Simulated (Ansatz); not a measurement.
System: MoSeS (layered bulk) (P6_3mc).

The structure was built from a prototype and need not be the compound's stable phase.

```xyz
6
Lattice="3.1671 0.0000 0.0000 -1.5836 2.7428 0.0000 0.0000 0.0000 12.0096" Properties=species:S:1:pos:R:3 pbc="T T T"
Mo    0.0000    1.8285    3.0625
S     1.5836    0.9143    4.5900
Se    1.5836    0.9143    1.3547
Mo    1.5836    0.9143    9.0673
S     0.0000    1.8285   10.5948
Se    0.0000    1.8285    7.3595
```

The structure was relaxed with PBEsol-D3(BJ). The runs that relaxed it are not among those shown.

Gaps computed with Ansatz 0.2.0 without a self-energy: PBEsol 0.50 eV, PBEsol+SOC 0.49 eV and HSE06 1.02 eV.

**Question.** Estimate the G0W0@PBEsol gap with 9×9×2 mesh, 435 empty bands, screening to 150 eV, PAW set soft_1 files.

About 0.84 eV: on its mesh the run moves the gap from 0.60 eV by +0.34 eV, and the mesh misses the edges by 0.10 eV. Among the scalar-relativistic levels given, HSE06 is nearest (+0.18 eV). Bands and cutoff are finite, so the gap is not at the basis limit. The miss can reach some tenths of an eV and take either sign; the mesh is an error of its own. The many-body steps are scalar-relativistic: spin-orbit coupling is not in them.

[Paths, hosts, dates, memory and timing lines, banners, echoed tables and standing remarks are left out of the program output.]

[Logs are printed without paths, hosts, clocks, repeated set-up lines and the standing remarks that a program may print on its own settings, such as how far it seeks lower states.]

[Runs of the session that timed out or met a known fault of the program may be left out.]

[Cells called generated may have been cut or substituted from an entry of the Crystallography Open Database or the Materials Project.]

[Hosts, paths, dates, database ids (printed as entryN), source tags and the programs' standing remarks are cut or masked in the printed files.]
